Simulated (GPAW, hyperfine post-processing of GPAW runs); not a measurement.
# MgVCl2O: working out a paramagnetic 17O shift

A spin-polarised calculation (DFT, revPBE+U, plane-wave PAW, GPAW setups, collinear spin, scalar-relativistic; GPAW) with all V moments parallel (S = 1.5 each) puts a spin density ρ↑ − ρ↓ of -0.04018 e/Å³, counted along the moments, at one O nucleus (bonded to 2 V at 2.16 Å). Take g = 2, spin-only moments and Θ = 0 K (a pure Curie law); γ/2π of 17O is -5.7742 MHz/T.

**Task.** Find the contact field, the hyperfine constant and the contact shift at 298 K and 360 K, supposing that the crystal is a paramagnet with these local moments at both.

1. A spin density ρ_s carries a moment density μB ρ_s, and the contact field is B_c = (2μ₀/3) μB ρ_s. For 1 e/Å³ that is 7.769 T, so B_c = -0.3122 T.

2. With H = A S·I summed over the ions, A = γB_c/(2πS) = -5.7742 × −0.3122 / 1.5 = 1.20 MHz.

3. In a field B0 the paramagnet reaches only a fraction of saturation, M/M_sat = g μB (S + 1) B0 / [3 k_B (T − Θ)]. At 298 K this is 3.7568e-03 per tesla, or 0.883 % at 2.35 T.

4. The shift is that fraction of B_c over B0, so B0 drops out: δ = -0.3122 × 3.7568e-03 × 10⁶ = -1170 ppm at 298 K.

5. At 360 K it scales by (298 − Θ)/(360 − Θ) = 0.828, to -971 ppm.

6. The sign says that the spin at the nucleus is opposite to the V moments. Over this level and the 5 others of the session's ladder with the same moment and an open gap (any hybrids aside), the field runs from -1.29 to -0.299 T. Spin flips in this cell gave a rough Θ of 59 K, not relied on, which would scale the first shift by 1.25. The valence electrons alone give 0.235 T; the rest is the cores' response, which is the less certain part. Orbital and pseudocontact parts are not included.

[Hosts, paths, dates, database ids (printed as entryN), source tags and the programs' standing remarks are cut or masked in the printed files.]
